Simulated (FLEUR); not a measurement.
# MnS: exchange couplings by hand from total energies

Aim: get Heisenberg couplings of MnS from the energies of collinear orders, with pencil and paper, and test them on an order left out of the fit.

Method: PBE with U = 4 eV on Mn d; all-electron FLAPW, Dirac cores, scalar-relativistic bands, in FLEUR MaX-R8.1.

The database entry behind the starting cell differs from later determinations by our own check (an axis about 0.2 % short against later determinations), so it need not match the best structure at ambient conditions.

## Step 1: The structure

It takes space group Fm-3m (No. 225, cubic). Conventional cell: a = 5.209 Å, b = 5.209 Å, c = 5.209 Å, α = 90.00°, β = 90.00°, γ = 90.00°. Nearest to Mn lie 6 S at 2.60 Å. S has 6 Mn at 2.60 Å nearest. Farther neighbours and most contacts between anions are not listed.

As a file:

```cif
data_structure
_symmetry_space_group_name_H-M 'P 1'
_symmetry_Int_Tables_number 1
_cell_length_a 3.6833
_cell_length_b 3.6833
_cell_length_c 3.6833
_cell_angle_alpha 60.000
_cell_angle_beta 60.000
_cell_angle_gamma 60.000
_cell_volume 35.33
loop_
_atom_site_label
_atom_site_type_symbol
_atom_site_fract_x
_atom_site_fract_y
_atom_site_fract_z
_atom_site_occupancy
Mn1 Mn 0.00000 0.00000 0.00000 1
S2 S 0.50000 0.50000 0.50000 1
```

Steps with spin–orbit coupling that held too few empty states are left out.

## Step 2: The parallel order

All energies count from this run. A Hubbard U acts on the open shell, since semilocal functionals spread its electrons too much.

inpgen writes inp.xml from crystal.txt; cutoffs, mixing, functional, smearing and local orbitals are then set in the file. The k list default-1 (kpts.xml, not shown) is a Γ-centred 10×10×10 mesh; where the ranks do not divide the number of points, some are split in two of half the weight.

File inp.xml:

```
<?xml version="1.0" encoding="UTF-8" standalone="no"?>
<fleurInput fleurInputVersion="0.39">
   <comment>
      MnS
   </comment>
   <calculationSetup>
      <cutoffs Kmax="3.97" Gmax="11.9" GmaxXC="11.9" numbands="0"/>
      <scfLoop itmax="120" minDistance="0.0001" maxIterBroyd="15" imix="Anderson" alpha="0.05" precondParam="0.0" spinf="2.0" sdNocoIR="T"/>
      <coreElectrons ctail="T" frcor="F" kcrel="0" coretail_lmax="0"/>
      <xcFunctional name="pbe" relativisticCorrections="F"/>
      <magnetism jspins="2"/>
      <soc l_soc="F" theta="0.0" phi="0.0" spav="F"/>
      <expertModes spex="0" secvar="F"/>
      <geometryOptimization l_f="F" forcealpha="1.0" forcemix="BFGS" epsdisp="0.00001" epsforce="0.00001"/>
      <ldaU l_linMix="F" mixParam="0.05" spinf="1.0"/>
   </calculationSetup>
   <cell>
      <bzIntegration valenceElectrons="21.0" mode="hist" fermiSmearingEnergy="0.00367493">
         <kPointListSelection listName="default-1"/>
         <xi:include xmlns:xi="http://www.w3.org/2001/XInclude" href="kpts.xml"> </xi:include>
      </bzIntegration>
      <xi:include xmlns:xi="http://www.w3.org/2001/XInclude" href="sym.xml"> </xi:include>
      <bulkLattice scale="1.0">
         <bravaisMatrix>
            <row-1>    0.0000000000000000     4.9217916915206992     4.9217916915206992</row-1>
            <row-2>    4.9217916915206992     0.0000000000000000     4.9217916915206992</row-2>
            <row-3>    4.9217916915206992     4.9217916915206992     0.0000000000000000</row-3>
         </bravaisMatrix>
      </bulkLattice>
   </cell>
   <atomSpecies>
      <species name="Manganese 4.500" element="Mn" atomicNumber="25">
         <mtSphere radius="2.8" gridPoints="925" logIncrement="0.013"/>
         <atomicCutoffs lmax="10" lnonsphr="8"/>
         <electronConfig flipSpins="F">
            <coreConfig>(1s1/2) (2s1/2) (2p1/2) (2p3/2)</coreConfig>
            <valenceConfig>(3s1/2) (3p1/2) (3p3/2) (4s1/2) (3d3/2) (3d5/2)</valenceConfig>
            <stateOccupation state="(3d3/2)" spinUp="1.75" spinDown="0.25"/>
            <stateOccupation state="(3d5/2)" spinUp="3.0" spinDown="0.0"/>
         </electronConfig>
         <energyParameters s="4" p="4" d="3" f="4"/>
         <ldaU l="2" U="4.0" J="0.0" l_amf="F"/>
         <lo type="SCLO" l="0" n="3" eDeriv="0"/>
         <lo type="SCLO" l="1" n="3" eDeriv="0"/>
      </species>
      <species name="Sulfur (S)" element="S" atomicNumber="16">
         <mtSphere radius="1.89" gridPoints="625" logIncrement="0.018"/>
         <atomicCutoffs lmax="8" lnonsphr="6"/>
         <electronConfig flipSpins="F">
            <coreConfig>(1s1/2) (2s1/2) (2p1/2) (2p3/2)</coreConfig>
            <valenceConfig>(3s1/2) (3p1/2) (3p3/2)</valenceConfig>
            <stateOccupation state="(3p1/2)" spinUp="0.666667" spinDown="0.666667"/>
            <stateOccupation state="(3p3/2)" spinUp="1.333333" spinDown="1.333333"/>
         </electronConfig>
         <energyParameters s="3" p="3" d="3" f="4"/>
      </species>
   </atomSpecies>
   <atomGroups>
      <atomGroup species="Manganese 4.500">
         <relPos label="                   1">.0000000000 .0000000000 .0000000000</relPos>
         <force calculate="T" relaxXYZ="TTT"/>
      </atomGroup>
      <atomGroup species="Sulfur (S)">
         <relPos label="                   2">1.000/2.000 1.000/2.000 1.000/2.000</relPos>
         <force calculate="T" relaxXYZ="TTT"/>
      </atomGroup>
   </atomGroups>
   <output dos="F" band="F" slice="F">
      <bandDOS minEnergy="-.5*Htr" maxEnergy="0.5*Htr" sigma="0.015" storeEVData="T"/>
      <plotting iplot="0" polar="F">
         <plot TwoD="T" vec1="  1.0  0.0  0.0" vec2="  0.0  1.0  0.0" vec3="  0.0  0.0  1.0" zero="  0.0  0.0  0.0" file="plot"/>
      </plotting>
      <moessbauerParams electricFieldGradient="F" isomerShift="F" coreHyperfine="F" valenceHyperfine="F"/>
   </output>
</fleurInput>
```

File crystal.txt:

```
MnS
&input film=F cartesian=F /
0.00000000000  2.60450000000  2.60450000000
2.60450000000  0.00000000000  2.60450000000
2.60450000000  2.60450000000  0.00000000000
1.8897261246
1.0 1.0 1.0

2
25 0.00000000000  0.00000000000  0.00000000000 : 4.500
16 0.50000000000  0.50000000000  0.50000000000

&kpt div1=10 div2=10 div3=10 gamma=T /
```

The run is started by

```console
> OMP_NUM_THREADS=1 inpgen -f crystal.txt > inpgen.log  # inp.xml is then edited as shown
> OMP_NUM_THREADS=1 mpirun -n 2 fleur_MPI > fleur.log
```

The program printed:

```text
Welcome to FLEUR        (www.flapw.de)
      MaX-Release 8.1          (www.max-centre.eu)

 ========== k-point set info ==========
 Selected k-point list: default-1
 k-point list type: mesh
 0 x 0 x 0
 Number of k points: 48

 [... set-up left out ...]
 no density matrix found ... skipping LDA+U
 Reset of history
 Iteration:     1   Distance:       6.96026129 me/bohr^3
 Iteration:     2   Distance:       7.37211116 me/bohr^3
 Iteration:     3   Distance:       6.78986116 me/bohr^3
 Iteration:     4   Distance:       3.88838456 me/bohr^3
[...]
[... left out ...]
            <freeEnergy value="-1557.8559029107"/>
            <extrapolationTo0K value="-1557.8558966785"/>
         </totalEnergy>
         [... left out ...]
         <ldaUDensityMatrixConvergence>
            <distance spin="1" distance="0.000000"/>
            <distance spin="2" distance="0.000001"/>
         </ldaUDensityMatrixConvergence>
         <densityConvergence units="me/bohr^3">
            <chargeDensity spin="1" distance="0.0000075985"/>
            <chargeDensity spin="2" distance="0.0000170579"/>
            <overallChargeDensity distance="0.0000196341"/>
            <spinDensity distance="0.0000176613"/>
         </densityConvergence>
      </iteration>
```

The job ended after 40 s (2 MPI ranks of Arm Neoverse N1, shared host; peak memory 0.15 GiB).

Spin moment in the muffin-tin sphere by atom:

| atom | spin moment in the muffin-tin sphere (μB) |
| --- | --- |
| Mn1 | 4.76 |
| S2 | 0.09 |

Read from the output:

| Item | Value |
| --- | --- |
| free energy | -42391.4187 eV |
| program's band gap on this mesh (in a metal only a level spacing) | 0.8208 eV |
| magnetization | 5.000 μB |
| final state | ferromagnetic |

After 16 cycles the largest moment stands at 4.76 μB.

## Step 3: The orders used for the fit

The other orders were run with the same settings, on meshes that hold the same points. Free energies are divided by the number of Mn atoms; q is in fractions of the reciprocal vectors of the first run's cell.

| order | atoms | mesh | free energy (eV) | eV per Mn | largest moment (μB) |
| --- | --- | --- | --- | --- | --- |
| F + | 2 | 10×10×10 | -42391.4187 | -42391.4187 | 4.76 |
| AF q=(0,1/2,1/2) +- | 4 | 10×5×10 | -84782.8711 | -42391.4355 | 4.73 |

## Step 4: Counting neighbours

With E = −Σ J e_i·e_j over ordered pairs of unit vectors, turning a neighbour from parallel to opposed costs 2J a Mn atom. So an order lies 2 Σ n J over the parallel one, n being the opposed neighbours in each shell.

| shell | distance (Å) | neighbours | opposed in AF q=(0,1/2,1/2) +- | opposed in AF q=(0,0,1/2) +- |
| --- | --- | --- | --- | --- |
| J1 | 3.68 | 12 | 8 | 6 |
| J2 | 5.21 | 6 | 0 | 6 |

Only J1 is kept.

## Step 5: Solving

```
2 × 8 × J1 = -16.8 meV    (AF q=(0,1/2,1/2) +-)
J1 = -1.05 meV
```

## Step 6: The test

The couplings now give the orders that were left out:

```
2 × 6 × (-1.05) = -12.6 meV    (AF q=(0,0,1/2) +-)
```

The runs themselves:

| order | atoms | mesh | free energy (eV) | eV per Mn | largest moment (μB) | over the parallel order (meV) | foretold (meV) |
| --- | --- | --- | --- | --- | --- | --- | --- |
| AF q=(0,0,1/2) +- | 4 | 10×10×5 | -84782.9335 | -42391.4667 | 4.64 | -48.0 | -12.6 |

## Step 7: One more shell

One try is to add the next shell, though changing moments can also cause the miss. Both differences then fix both couplings, and no order is left for a test.

```
2 × 8 × J1 = -16.8 meV    (AF q=(0,1/2,1/2) +-)
2 × 6 × J1 + 2 × 6 × J2 = -48.0 meV    (AF q=(0,0,1/2) +-)
J1 = -1.05 meV
J2 = -2.95 meV
```

## Step 8: Summary of results

```json
{"effective coupling of the reversed pairs, counted on J1 (Mn–Mn at 3.68 Å)": "-1.05 meV", "largest miss on the orders left out": "35 meV", "J1 with two shells": "-1.05 meV", "J2 with two shells": "-2.95 meV"}
```

In words: The model misses the order left out by 35 meV, 74 % of the largest distance from the parallel order, so it fails: these couplings alone don't describe the crystal. With the next shell added the couplings are J1 = -1.05 and J2 = -2.95 meV, untested. The largest moments of the orders differ by 2.7 % of the greatest. One difference fixes one number: it sums all reversed shells and need not be the coupling of the nearest one, even in sign.

[Logs and program files are shortened in this print: banners, set-up blocks, solver, clock and traceback lines can be left out without a mark of their own.]

[Logs are printed without paths, hosts, clocks, repeated set-up lines and the standing remarks that a program may print on its own settings, such as how far it seeks lower states.]

[Hosts, paths, dates, database ids (printed as entryN), source tags and the programs' standing remarks are cut or masked in the printed files.]

[Where a cell is said to come from a database of computed structures, the database is the Materials Project.]
